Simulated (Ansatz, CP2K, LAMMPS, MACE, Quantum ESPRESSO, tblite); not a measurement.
# How stiff is glassy 84SiO2-16BaO (mol %) (71 atoms)? Programs compared

Aim: pressure against volume for glassy 84SiO2-16BaO (mol %) (71 atoms), with plane waves as the reference.

Results are calculated, not measured.

### 1. The cell

The cell holds 71 atoms (21 Si, 4 Ba and 46 O), with edges of 10.20, 10.20 and 10.20 Å. Recipe: 71 atoms (21 Si, 4 Ba, 46 O) placed at random at 2.83 g/cm³, melted at 4000 K for 10 ps at fixed volume with the Morse and Coulomb pair potential with partial charges (Pedone, Malavasi, Menziani, Cormack and Segre, J. Phys. Chem. B 110, 11780 (2006)). Quenched from 4000 K to 300 K at 200 K/ps and fixed volume, held 10 ps at zero pressure, then minimised at fixed cell. Then the atoms were relaxed with MACE MP-0b3 medium in the fixed cell.

Bonds by pair of elements; cutoffs follow the first minimum of g(r), held within bounds set by covalent radii, and pairs that aren't listed don't count as bonded:

| pair A-B | cutoff (Å) | bonds | mean length (Å) | spread (Å) | shortest (Å) | B about A | A about B |
| --- | --- | --- | --- | --- | --- | --- | --- |
| O-Si | 2.16 | 85 | 1.65 | 0.039 | 1.57 | 1.85 | 4.05 |
| O-Ba | 3.29 | 23 | 2.82 | 0.24 | 2.46 | 0.5 | 5.75 |

The cutoff for O-Ba falls short of the minimum of g(r), so counts run low and odd coordinations can be artefacts.

### 2. The reference input

Quantum ESPRESSO 7.5: Kohn-Sham DFT, PBE, SSSP efficiency 1.3.0 pseudopotentials, plane waves. Its input, pw.in, for the unchanged cell:

```
&control
  calculation = 'scf'
  pseudo_dir = './pseudo'
  outdir = './tmp'
  disk_io = 'none'
  tprnfor = .true.
  tstress = .true.
/
&system
  ibrav = 0
  nat = 71
  ntyp = 3
  ecutwfc = 60
  ecutrho = 480
  nosym = .true.
  occupations = 'smearing'
  smearing = 'fd'
  degauss = 0.003675
/
&electrons
  conv_thr = 3.5e-07
  electron_maxstep = 100
  mixing_beta = 0.4
  mixing_mode = 'plain'
  diagonalization = 'david'
/
ATOMIC_SPECIES
Si 28.085 Si.upf
Ba 137.327 Ba.upf
O 15.999 O.upf
CELL_PARAMETERS angstrom
10.20256 0.00000 0.00000
0.00000 10.20256 0.00000
0.00000 0.00000 10.20256
ATOMIC_POSITIONS crystal
Si 0.38520 0.18273 0.39541
Si 0.34798 0.84532 0.00405
Si 0.58196 0.22675 0.90585
Si 0.79666 0.61198 0.79984
[... 65 atom lines left out ...]
O 0.65628 0.95689 0.20897
O 0.73195 0.19981 0.19848
K_POINTS gamma
```

```console
$ OMP_NUM_THREADS=1 mpirun -np 2 pw.x -in pw.in > output.txt
```

Wall time 5.6 min (2 MPI ranks of Arm Neoverse V2, shared host); peak memory 3.2 GiB; 11 min of CPU time.

It converged with an r.m.s. force component of 0.077 eV/Å and a pressure of -0.42 GPa.

### 3. The levels

Every level solves the same cells as single points. CPU time is summed over a level's finished runs, on a host shared with the other runs, so it is rough; the force column is the median over cells of the r.m.s. difference of force components from the reference.

| level | basis or training data | k-points | runs finished | CPU time | peak memory (GiB) | force difference (meV/Å) |
| --- | --- | --- | --- | --- | --- | --- |
| QE, PBE | plane waves, SSSP efficiency, 60/480 Ry | Γ | 3 of 3 | 34 min | 3.2 | reference |
| CP2K double zeta, PBE | DZVP-UZH, GTH-PBE potentials, 600 Ry | Γ | 3 of 3 | 13 min | 5.0 | 101 |
| CP2K double zeta, LDA | DZVP-MOLOPT-SR, GTH-PADE potentials, 600 Ry | Γ | 3 of 3 | 6.8 min | 3.3 | 207 |
| MACE MP-0b2 small | trained on PBE(+U) plane-wave data | - | 3 of 3 | 16 s | 0.67 | 92 |
| MACE MP-0b3 medium | trained on PBE(+U) plane-wave data | - | 3 of 3 | 20 s | 0.97 | 76 |

Runs without a converged result: tblite GFN1-xTB, 3 single points (refused). A level enters a table below only where it finished every cell that the table needs.

The reference's own r.m.s. force component runs from 75 to 80 meV/Å over these cells. MACE MP-0b3 medium relaxed the atoms, so in the cells that it relaxed its own forces are small, and its entry isn't an independent test there.

### 4. Pressure against volume

The cell is scaled evenly, and at each volume MACE MP-0b3 medium relaxes the atoms again before the single points. The unchanged volume is 14.958 Å³ an atom. Pressures in GPa:

| level | -3 % | 0 | +3 % |
| --- | --- | --- | --- |
| QE, PBE | 1.21 | -0.42 | -1.91 |
| CP2K double zeta, PBE | 1.55 | -0.07 | -1.53 |
| CP2K double zeta, LDA | -5.41 | -6.69 | -7.84 |
| MACE MP-0b2 small | 1.12 | -0.50 | -1.97 |
| MACE MP-0b3 medium | 1.07 | -0.55 | -2.02 |

Energy less that of the unchanged cell at the same level, in meV an atom:

| level | -3 % | +3 % |
| --- | --- | --- |
| QE, PBE | 1.46 | 2.43 |
| CP2K double zeta, PBE | 0.82 | 3.31 |
| CP2K double zeta, LDA | -9.73 | 13.09 |
| MACE MP-0b2 small | 0.56 | 3.38 |
| MACE MP-0b3 medium | 0.63 | 3.54 |

### 5. Moduli

From the three volumes nearest the unchanged one: B from the slope of pressure against ln V and from the curvature of the energy, the pressure that the slope of the energy implies, and the volume change at which the printed pressure crosses zero (a dash if it doesn't within the range).

| level | B from pressures (GPa) | B from energies (GPa) | printed pressure (GPa) | pressure from energies (GPa) | zero pressure at (%) |
| --- | --- | --- | --- | --- | --- |
| QE, PBE | 51.9 | 46.3 | -0.42 | -0.17 | -0.8 |
| CP2K double zeta, PBE | 51.3 | 49.2 | -0.07 | -0.45 | -0.1 |
| CP2K double zeta, LDA | 40.4 | 40.0 | -6.69 | -4.07 | - |
| MACE MP-0b2 small | 51.5 | 46.8 | -0.50 | -0.50 | -0.9 |
| MACE MP-0b3 medium | 51.6 | 49.7 | -0.55 | -0.52 | -1.0 |

As a check by hand on the reference: from -3 to +3 % the pressure falls by 3.12 GPa while ln V grows by 0.0600, a ratio of 51.9 GPa.

Gap between the highest filled and the lowest empty level on the runs' k-points, in eV:

| level | -3 % | 0 | +3 % |
| --- | --- | --- | --- |
| QE, PBE | 3.77 | 3.69 | 3.59 |
| CP2K double zeta, PBE | 3.81 | 3.72 | 3.62 |
| CP2K double zeta, LDA | 3.66 | 3.58 | 3.49 |

### 6. Outcome

The plane-wave reference (PBE) gives a bulk modulus of 51.9 GPa from its pressures, at a volume where its pressure is -0.42 GPa; that pressure crosses zero at -0.8 %. Other programs at PBE: CP2K double zeta, PBE 51.3 GPa (-1 %); its pressure lies +0.35 GPa from the reference's. Other functionals: CP2K double zeta, LDA 40.4 GPa (-22 %); its pressure lies -6.27 GPa from the reference's.

Learned potentials: MACE MP-0b2 small 51.5 GPa (-1 %) and MACE MP-0b3 medium 51.6 GPa (-1 %); their pressures lie -0.13 to -0.08 GPa from the reference's. The moduli are read at one volume but at unlike pressures, and a cell under tension is as a rule softer than one under compression. Moduli from the energies run from 40 to 50 GPa and part from those from pressures by as much as -11 % (QE, PBE); they rest on small differences of energy, and for levels other than MACE MP-0b3 medium they hold the work of leftover forces. Printed pressure and the slope of the energy part noticeably for CP2K double zeta, LDA; the atoms move along a path that isn't these levels' own, so their forces do work along it, and an error in the stress can't be told from that. The reference's gap falls as the cell grows, from 3.77 eV at -3 % to 3.59 eV at +3 %.

Caveats: The atoms follow MACE MP-0b3 medium, not each level's own minimum, so these moduli only approach relaxed ones and hang on that choice. Three points at finite strain give rough moduli, at the given volume rather than at zero pressure. Pressures at a fixed plane-wave cutoff or in a small atom-centred basis hold some basis error. The quench rate of 200 K/ps is many orders above laboratory rates, so the cell is likely richer in defects and strain than a real sample. The reference samples only Γ, in a cell whose shortest periodic width is 10 Å. Spin–orbit coupling is left out, which matters for the levels of the heavy elements. The reference isn't exact: its cutoffs and mesh weren't converged further here. Where levels are smeared, the DFT runs use Fermi–Dirac occupations at 580 K (0.05 eV), and energies are free energies.

[Logs are printed without paths, hosts, clocks, repeated set-up lines and the standing remarks that a program may print on its own settings, such as how far it seeks lower states.]

[Hosts, paths, dates, database ids (printed as entryN), source tags and the programs' standing remarks are cut or masked in the printed files.]
